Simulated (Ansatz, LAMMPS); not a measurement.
# Charge trapping in amorphous 62SiO2-38GeO2 (mol %) (96 atoms), part 4 of 4

Does an extra electron or hole in amorphous 62SiO2-38GeO2 (mol %) (96 atoms) stay spread out, or do the atoms trap it?

Ansatz 0.2.0; Kohn-Sham DFT, PBE, PAW (set soft_2), plane waves.

The cell: 20 Si, 12 Ge and 64 O. The quench rate of 50 K/ps is many orders above laboratory rates. The network of bonds at the start is that of the classical potential that made the cell. The Brillouin zone is sampled at Γ only, in a cell whose shortest periodic width is 11 Å.

So far. Step 7 (An extra electron, levels at the relaxed geometry): An extra electron, levels at the relaxed geometry: the energy stands 5.07 eV above that of the reference, with a moment of 0.97 μB. Step 8 (Neutral at the geometry of the electron): Neutral at the geometry of the electron: the energy stands 0.104 eV above that of the reference.

**9. An extra hole, atoms held**

The electron count changes by one with the atoms held: a vertical process, on a uniform background, with spin and a narrow Fermi–Dirac smearing. Its energy against the neutral cell hangs on the program's zero of potential.

input.yaml

```yaml
crystal:
  lattice:
    - [11.3914, 0.0, 0.0]
    - [0.0, 11.3914, 0.0]
    - [0.0, 0.0, 11.3914]
  atoms:
    [... the 96 atom lines of step 4 ...]
total_charge: 1
kpoints:
  mp_grid: { grid: [1, 1, 1] }
hamiltonian:
  xc: pbe
scf:
  occupations: { method: fermi_dirac, width: 0.01 }
  lower_state_search: "off"
output:
  forces: true
  stress: true
  populations: intrinsic
  dos:
    method: { smearing: { sigma: 0.08 } }
    de: 0.1
    projected: { site_lists: { Ge: [Ge], O: [O], Si: [Si] } }
  eigenvalues: true
  write_density: true
  write_potential: true
  volumetric_format: npy
magnetization:
  spin_polarized: true
  initial_magnetization: 1
```

Launch:

```bash
$ ansatz run input.yaml --threads 4 --pin off --max-ram 8192MiB --backend cpu --events-out ev --progress --plain --runs-dir out
```

Numbers of over 12 decimals in the logs are rounded to 6 here.

The log of the run:

```text
[...]
Crystal: 96 atoms, lattice volume = 1478.194 Å³
Basis set: ecut = 420 eV, 28887 PW (Γ), exchange–correlation on 160×160×160 points (8 copies of the dense FFT grid, shifted against one another)
Bands: 412, of which v1, the nominal top of the filled ones, is band 316 counted from 1 (315 counted from 0)
Symmetry: 1 space group operations
[...]
k-points: 1
[...]
Starting moments: Σ|m| = 1 μB on 96 of 96 sites
[...]
SCF iter   1: F=—  HF=-100676.525417 eV  |F-HF|=—  |Δ(HF+E_count)|=         —  Δρ=5.36e-2 (↑5.36e-2 ↓5.35e-2)  dr2=1.48e2  dr2_m=1.32e-1  M=1.000 μB ∫|m|=1.047 μB  β_m=1.00  ethr=3.10e-3  ⟨swp⟩=6.0  Hψ=3170  notcnv=0  defer=118
[...]
SCF iter   2: F=—  HF=-100641.809238 eV  |F-HF|=—  |Δ(HF+E_count)|=         —  Δρ=2.85e-2 (↑2.79e-2 ↓2.85e-2)  dr2=3.98e1  dr2_m=8.97e-2  M=0.707 μB ∫|m|=0.824 μB  β_m=0.30  ethr=3.10e-3  ⟨swp⟩=2.5  Hψ=1432  notcnv=0  defer=184
[...]
SCF iter  11: F=—  HF=-100631.012257 eV  |F-HF|=—  |Δ(HF+E_count)|=   7.66e-3  Δρ=8.75e-4 (↑6.73e-4 ↓8.75e-4)  dr2=3.24e-2  dr2_m=2.00e-3  M=0.938 μB ∫|m|=1.015 μB  β_m=0.30  ethr=9.32e-6  ⟨swp⟩=3.5  Hψ=853  notcnv=0  defer=174
[...]
SCF iter  13: F=—  HF=-100631.015398 eV  |F-HF|=—  |Δ(HF+E_count)|=   1.01e-3  Δρ=6.49e-4 (↑4.22e-4 ↓6.49e-4)  dr2=1.67e-2  dr2_m=1.30e-3  M=0.947 μB ∫|m|=1.031 μB  β_m=0.28  ethr=5.13e-6  ⟨swp⟩=2.0  Hψ=667  notcnv=0  defer=174
[...]
SCF iter  28: F=-100631.018719 eV  HF=-100631.018719 eV  |F-HF|=1.48e-8  |Δ(HF+E_count)|=   1.75e-9  Δρ=7.28e-7 (↑2.64e-7 ↓7.28e-7)  dr2=1.66e-8  dr2_m=1.41e-9  M=0.977 μB ∫|m|=1.083 μB  β_m=0.40  ethr=4.15e-12  ⟨swp⟩=7.0  Hψ=4379  notcnv=0
SCF iter  29: F=-100631.018719 eV  HF=-100631.018719 eV  |F-HF|=4.60e-9  |Δ(HF+E_count)|=   3.07e-9  Δρ=4.36e-7 (↑1.72e-7 ↓4.36e-7)  dr2=5.44e-9  dr2_m=6.31e-10  M=0.977 μB ∫|m|=1.083 μB  ethr=2.62e-12  ⟨swp⟩=7.0  Hψ=4196  notcnv=0
SCF 1 converged in 29 iterations: F = -100631.018719 eV  dr2 = 5.44e-9
[...]
SCF converged after 29 iterations
Magnetization: 0.9775 μB (315.9887 up, 315.0113 down)
Absolute magnetization: 1.0829 μB (∫|ρ↑−ρ↓|, with the PAW one-centre terms)
[...]
Per-site moments (μB) at R_I (Å): [(-0.00036436, 0.678653), (-0.000145933, 0.669352), (-0.000247037, 0.679004), (-0.000195811, 0.668959), (-0.000323309, [...]
Free energy (F): -100631.018719 eV
[...]
Internal energy: -100631.002321 eV  (E = F + TS)
E sigma→0 (E₀):  -100631.010520 eV
Entropy (-TS):   -0.016398 eV (-0.171 meV/atom)
Fermi energy:    1.422315 eV
[...]
Σ components = -100631.018719   (vs F -100631.018719, Δ=0.00e0)
--- Forces (eV/Å), atoms counted from 1 ---
  atom   1  Si    -0.27481065    -0.06209689     0.15718652
  atom   2  Si     0.04024001     0.03231486     0.06210743
  atom   3  Si     0.08416314    -0.08087710    -0.02434414
  atom   4  Si    -0.06699161    -0.03885988     0.08898608
[...]
atom  96  O      0.05876194     0.04561766    -0.08829334
  max |Σ_I F_I| component: 1.14e-5 eV/Å
--- Stress (GPa, compression-positive) ---
       -3.384927      -0.402431      -0.070552
       -0.402431      -3.881561      -0.391335
       -0.070552      -0.391335      -0.502427
  P = ⅓ Tr σ = -2.5896 GPa (-25.896 kbar)
--- Band table (eV) ---
[...]
--- intrinsic populations: 96 sites ---
  site symbol       q [e]    m [muB]
     0     Si      2.2727    -0.0027
     1     Si      2.2409    -0.0013
     2     Si      2.2276    -0.0016
[...]
95      O      6.8228     0.0235
  spilling = 0.000000 (of n_electrons = 631.000000)
```

Run time: 2.2 min. Hardware: 4 threads of AMD EPYC 7R43, shared host; peak memory 3.4 GiB; 8.3 min of CPU time.

An extra hole, atoms held: the energy stands 1.47 eV below that of the reference, with a moment of 0.98 μB.

The levels nearest the highest filled one (over half full), pooled over k-points and spins:

```
level less the highest filled one (eV)  occupation
                               -0.0402       0.992
                               -0.0392       0.991
                               -0.0213        0.95
                                     0       0.693
                                 0.013       0.382
                                  3.68           0
                                  3.69           0
                                  4.62           0
```

Spin density in the ac plane at fractional y = 0.589, with atoms of Si and Ge and O within 0.2 Å of it.

Values in units of 1e-2 e/Å³, 13 rows by 16 columns, each cell a mean:
```
0.0 0.0 0.0 0.0 0.0 0.2 1.4 0.3 0.0 0.0 0.0 0.0 0.0 0.0 0.0 0.0
0.0 0.0 0.0 0.0 0.0 0.0 0.1 0.0 0.0 0.0 0.0 0.0 0.0 0.0 0.0 0.0
0.0 0.1 0.0 0.0 0.0 0.0 0.0 0.2 0.0 0.0 0.0 0.0 0.0 0.0 0.0 0.0
0.0 0.0 0.0 0.0 0.0 0.1 0.8 0.3 0.0 0.0 0.0 0.0 0.0 0.0 0.0 0.0
0.0 0.0 0.0 0.0 0.0 0.0 0.1 0.0 0.0 0.2 0.5 0.0 0.0 0.0 0.0 0.0
0.0 0.0 0.0 0.0 0.0 0.0 0.0 0.0 0.0 0.2 0.4 0.0 0.0 0.0 0.0 0.0
0.1 0.0 0.0 0.1 0.1 0.0 0.0 0.0 0.0 0.0 0.0 0.0 0.0 0.0 0.0 0.1
2.2 0.0 0.0 0.0 0.0 0.0 0.0 0.0 0.0 0.0 0.0 0.0 0.0 0.0 0.0 0.8
0.1 0.0 0.0 0.0 0.0 0.0 0.0 0.0 0.0 0.0 0.0 0.0 0.0 0.0 0.0 0.0
0.0 0.0 0.0 0.4 0.4 0.0 0.0 0.0 0.0 0.0 0.0 0.0 0.0 0.0 0.2 0.4
0.1 0.0 0.0 0.5 0.2 0.0 0.0 0.4 0.8 0.0 0.0 0.3 0.1 0.0 0.9 2.3
0.0 0.0 0.0 0.0 0.0 0.0 0.0 0.1 0.2 0.0 0.2 0.7 0.0 0.0 0.0 0.1
0.0 0.0 0.1 0.0 0.0 0.0 0.2 0.2 0.0 0.0 0.0 0.0 0.0 0.0 0.0 0.0
```
Columns run along a (11.4 Å), rows up along c (11.4 Å). Atoms in or near the plane, at fractional coordinates: Si at (0.09, 0.54), Si at (0.62, 0.24), Ge at (0.78, 0.62), O at (0.41, 0.97), O at (0.24, 0.23), O at (0.63, 0.62), O at (0.70, 0.13).

**10. An extra hole, atoms relaxed**

The atoms now respond to the charge; the energy gained comes from screening by the atoms, from trapping if the charge localises, and from any strain left in the reference.

Input and log are left out; they have the form of those shown for this kind of step.

Elapsed: 5.3 min, on 4 threads of AMD EPYC 7R43, shared host; peak memory 3.3 GiB; 20 min of CPU time.

The relaxation converged after 5 steps, 0.0300 eV below its start, with a largest force component of 0.028 eV/Å.

An extra hole, atoms relaxed: the energy stands 1.50 eV below that of the reference, with a moment of 0.98 μB.

**11. An extra hole, levels at the relaxed geometry**

A single point at the new geometry gives levels and spin density.

Input and log are left out; they have the form of those shown for this kind of step.

The job ended after 2.1 min (4 threads of AMD EPYC 7R43, shared host; peak memory 3.4 GiB).

An extra hole, levels at the relaxed geometry: the energy stands 1.50 eV below that of the reference, with a moment of 0.98 μB.

The levels nearest the highest filled one (over half full), pooled over k-points and spins:

```
level less the highest filled one (eV)  occupation
                               -0.0336       0.994
                               -0.0313       0.992
                               -0.0229       0.982
                                     0       0.848
                                 0.032       0.186
                                  3.66           0
                                  3.66           0
                                  4.58           0
```

Spin density in the ac plane at fractional y = 0.588, with atoms of Si and Ge and O within 0.2 Å of it.

Ten even steps from '_' (-0.10 × 1e-2 e/Å³) to '@' (6.43 × 1e-2 e/Å³), each cell a mean:
```
________________________....____________________________________
________________________________________________________________
________________________________________________________________
________________________________________________________________
________________________________________________________________
________________________________________________________________
__________________________..____________________________________
________________________________________________________________
________________________________________________________________
________________________________________________________________
________________________________________________________________
________________________________________________________________
..______________________________________________________________
@@--__________________________________________________________--
++..__________________________________________________________::
________________________________________________________________
________________________________________________________________
______________....______________________________________________
______________....________________________________________==@@--
______________..______________....________________________==##--
____________________________________________....____________..__
________________________________________________________________
________________________________________________________________
________________________________________________________________
```
Columns run along a (11.4 Å), rows up along c (11.4 Å). Atoms in or near the plane, at fractional coordinates: Si at (0.09, 0.54), Si at (0.62, 0.24), Ge at (0.78, 0.62), O at (0.41, 0.97), O at (0.24, 0.23), O at (0.63, 0.62), O at (0.70, 0.13).

**12. Neutral at the geometry of the hole**

The neutral cell at the new geometry gives the energy of that geometry without the charge.

input.yaml

```yaml
crystal:
  lattice:
    - [11.3914, 0.0, 0.0]
    - [0.0, 11.3914, 0.0]
    - [0.0, 0.0, 11.3914]
  atoms:
    - { symbol: Si, position: [0.96474, 0.36821, 0.6141] }
    - { symbol: Si, position: [0.51541, 0.68293, 0.65717] }
    - { symbol: Si, position: [0.30309, 0.7417, 0.49315] }
    - { symbol: Si, position: [0.61909, 0.34227, 0.82097] }
    - { symbol: Si, position: [0.45655, 0.69102, 0.05129] }
    - { symbol: Si, position: [0.97267, 0.20107, 0.84223] }
    [... 84 atom lines left out ...]
    - { symbol: O, position: [0.83578, 0.95964, 0.65409] }
    - { symbol: O, position: [0.01573, 0.55203, 0.42097] }
    - { symbol: O, position: [0.84053, 0.79375, 0.06754] }
    - { symbol: O, position: [0.97954, 0.28679, 0.49541] }
    - { symbol: O, position: [0.49724, 0.41731, 0.83781] }
    - { symbol: O, position: [0.81708, 0.68857, 0.4947] }
kpoints:
  mp_grid: { grid: [1, 1, 1] }
hamiltonian:
  xc: pbe
scf:
  occupations: { method: fixed }
output:
  forces: true
  stress: true
  populations: intrinsic
  dos:
    method: { smearing: { sigma: 0.08 } }
    de: 0.1
    projected: { site_lists: { Ge: [Ge], O: [O], Si: [Si] } }
  eigenvalues: true
```

The log of the run:

```text
[...]
Crystal: 96 atoms, lattice volume = 1478.194 Å³
Basis set: ecut = 420 eV, 28887 PW (Γ), exchange–correlation on 160×160×160 points (8 copies of the dense FFT grid, shifted against one another)
Bands: 412, of which v1, the nominal top of the filled ones, is band 316 counted from 1 (315 counted from 0)
Symmetry: 1 space group operations
[...]
k-points: 1
[...]
SCF iter   1: F=—  HF=-100629.500806 eV  |F-HF|=—  |Δ(HF+E_count)|=         —  Δρ=2.17e-3  dr2=8.81e-2  ethr=1.77e-3  ⟨swp⟩=4.0  Hψ=1548  notcnv=0  defer=92
[...]
SCF iter   8: F=—  HF=-100629.497754 eV  |F-HF|=—  |Δ(HF+E_count)|=   4.93e-8  Δρ=4.78e-6  dr2=3.48e-7  ethr=4.17e-10  ⟨swp⟩=2.0  Hψ=563  notcnv=0  defer=87
SCF iter   9: F=-100629.497754 eV  HF=-100629.497754 eV  |F-HF|=2.35e-8  |Δ(HF+E_count)|=   3.97e-8  Δρ=1.91e-6  dr2=5.30e-8  ethr=1.58e-11  ⟨swp⟩=14.0  Hψ=2267  notcnv=0
SCF 1 converged in 9 iterations: F = -100629.497754 eV  dr2 = 5.30e-8
[...]
SCF converged after 9 iterations
Free energy (F): -100629.497754 eV
[...]
Internal energy: -100629.497754 eV  (E = F + TS)
E sigma→0 (E₀):  -100629.497754 eV
Fermi energy:    1.728620 eV
[...]
Σ components = -100629.497754   (vs F -100629.497754, Δ=0.00e0)
--- Forces (eV/Å), atoms counted from 1 ---
  atom   1  Si     0.50792776     0.21059331    -0.24675201
  atom   2  Si     0.00996125    -0.05299216    -0.10656102
  atom   3  Si    -0.18229514     0.01312123     0.05086879
  atom   4  Si     0.16007937     0.07159381    -0.09231145
[...]
atom  96  O     -0.10989723    -0.04311837     0.10955033
  max |Σ_I F_I| component: 3.91e-5 eV/Å
--- Stress (GPa, compression-positive) ---
       -3.569100      -0.484158       0.004313
       -0.484157      -4.097643      -0.318090
        0.004313      -0.318090      -0.960349
  P = ⅓ Tr σ = -2.8757 GPa (-28.757 kbar)
--- Band table (eV) ---
[...]
--- intrinsic populations: 96 sites ---
  site symbol       q [e]
     0     Si      2.2793
     1     Si      2.2461
     2     Si      2.2341
[...]
95      O      6.8341
  spilling = 0.000000 (of n_electrons = 632.000000)
```

Elapsed: 32 s, on 4 threads; peak memory 2.1 GiB.

Neutral at the geometry of the hole: the energy stands 0.0493 eV above that of the reference.

**13. Energies and spread of the extra charge**

Energies are differences within one cell and functional; the shift is the gain plus the neutral cell's energy at the new geometry, that is how much cheaper the vertical process becomes there. The spread is the participation number of the site moments (1/Σw², over the spin inside atomic spheres), with the atom that holds the largest share and the spin that the spheres hold in all.

```
 carrier  charged less neutral, atoms held (eV)  gain on relaxing (eV)  neutral cell at that geometry, less the reference (eV)  shift of the vertical energy (eV)      spread, atoms held         spread, relaxed
electron                                  5.157                  0.084                                                   0.104                              0.188  47; O49 5 % of 0.38 μB  36; O49 7 % of 0.43 μB
    hole                                 -1.472                  0.030                                                   0.049                              0.079  47; O71 4 % of 0.79 μB  30; O71 8 % of 0.80 μB
```

**14. Findings**

The extra electron gains 0.084 eV as the atoms relax, and its spin goes from about 47 to 36 atoms: it stays spread out at this level. With the atoms held, the spheres hold only 0.38 of the 0.88 μB, so the spread is read from a small part of the spin. The extra hole gains 0.030 eV as the atoms relax, and its spin goes from about 47 to 30 atoms: it stays spread out at this level. Adding the two vertical energies gives 3.69 eV, against a gap of 3.55 eV in the neutral cell. The zero of the potential cancels in this sum; the excess isn't taken apart here: charging of a small cell, filling of bands on a coarse mesh and the attraction to the background can all enter.

Caveats: Single energies of charged cells hang on the program's zero of potential. In the spin-polarised runs the search for a state of lower energy was switched off. No distortion was seeded, so a trapped state behind a barrier can't be found. Local and semilocal functionals favour spread-out charges, so trapping can be missed. The stress is far from hydrostatic: its diagonal is -3.6, -4.1, -0.8 GPa, compression counted positive. The pressure of -2.8 GPa says that the cell would shrink at this level of theory. Charged cells carry a uniform background, with no correction for images.

The DFT runs together took 21 min of wall time.

[Logs are printed without paths, hosts, clocks, repeated set-up lines and the standing remarks that a program may print on its own settings, such as how far it seeks lower states.]

[Hosts, paths, dates, database ids (printed as entryN), source tags and the programs' standing remarks are cut or masked in the printed files.]
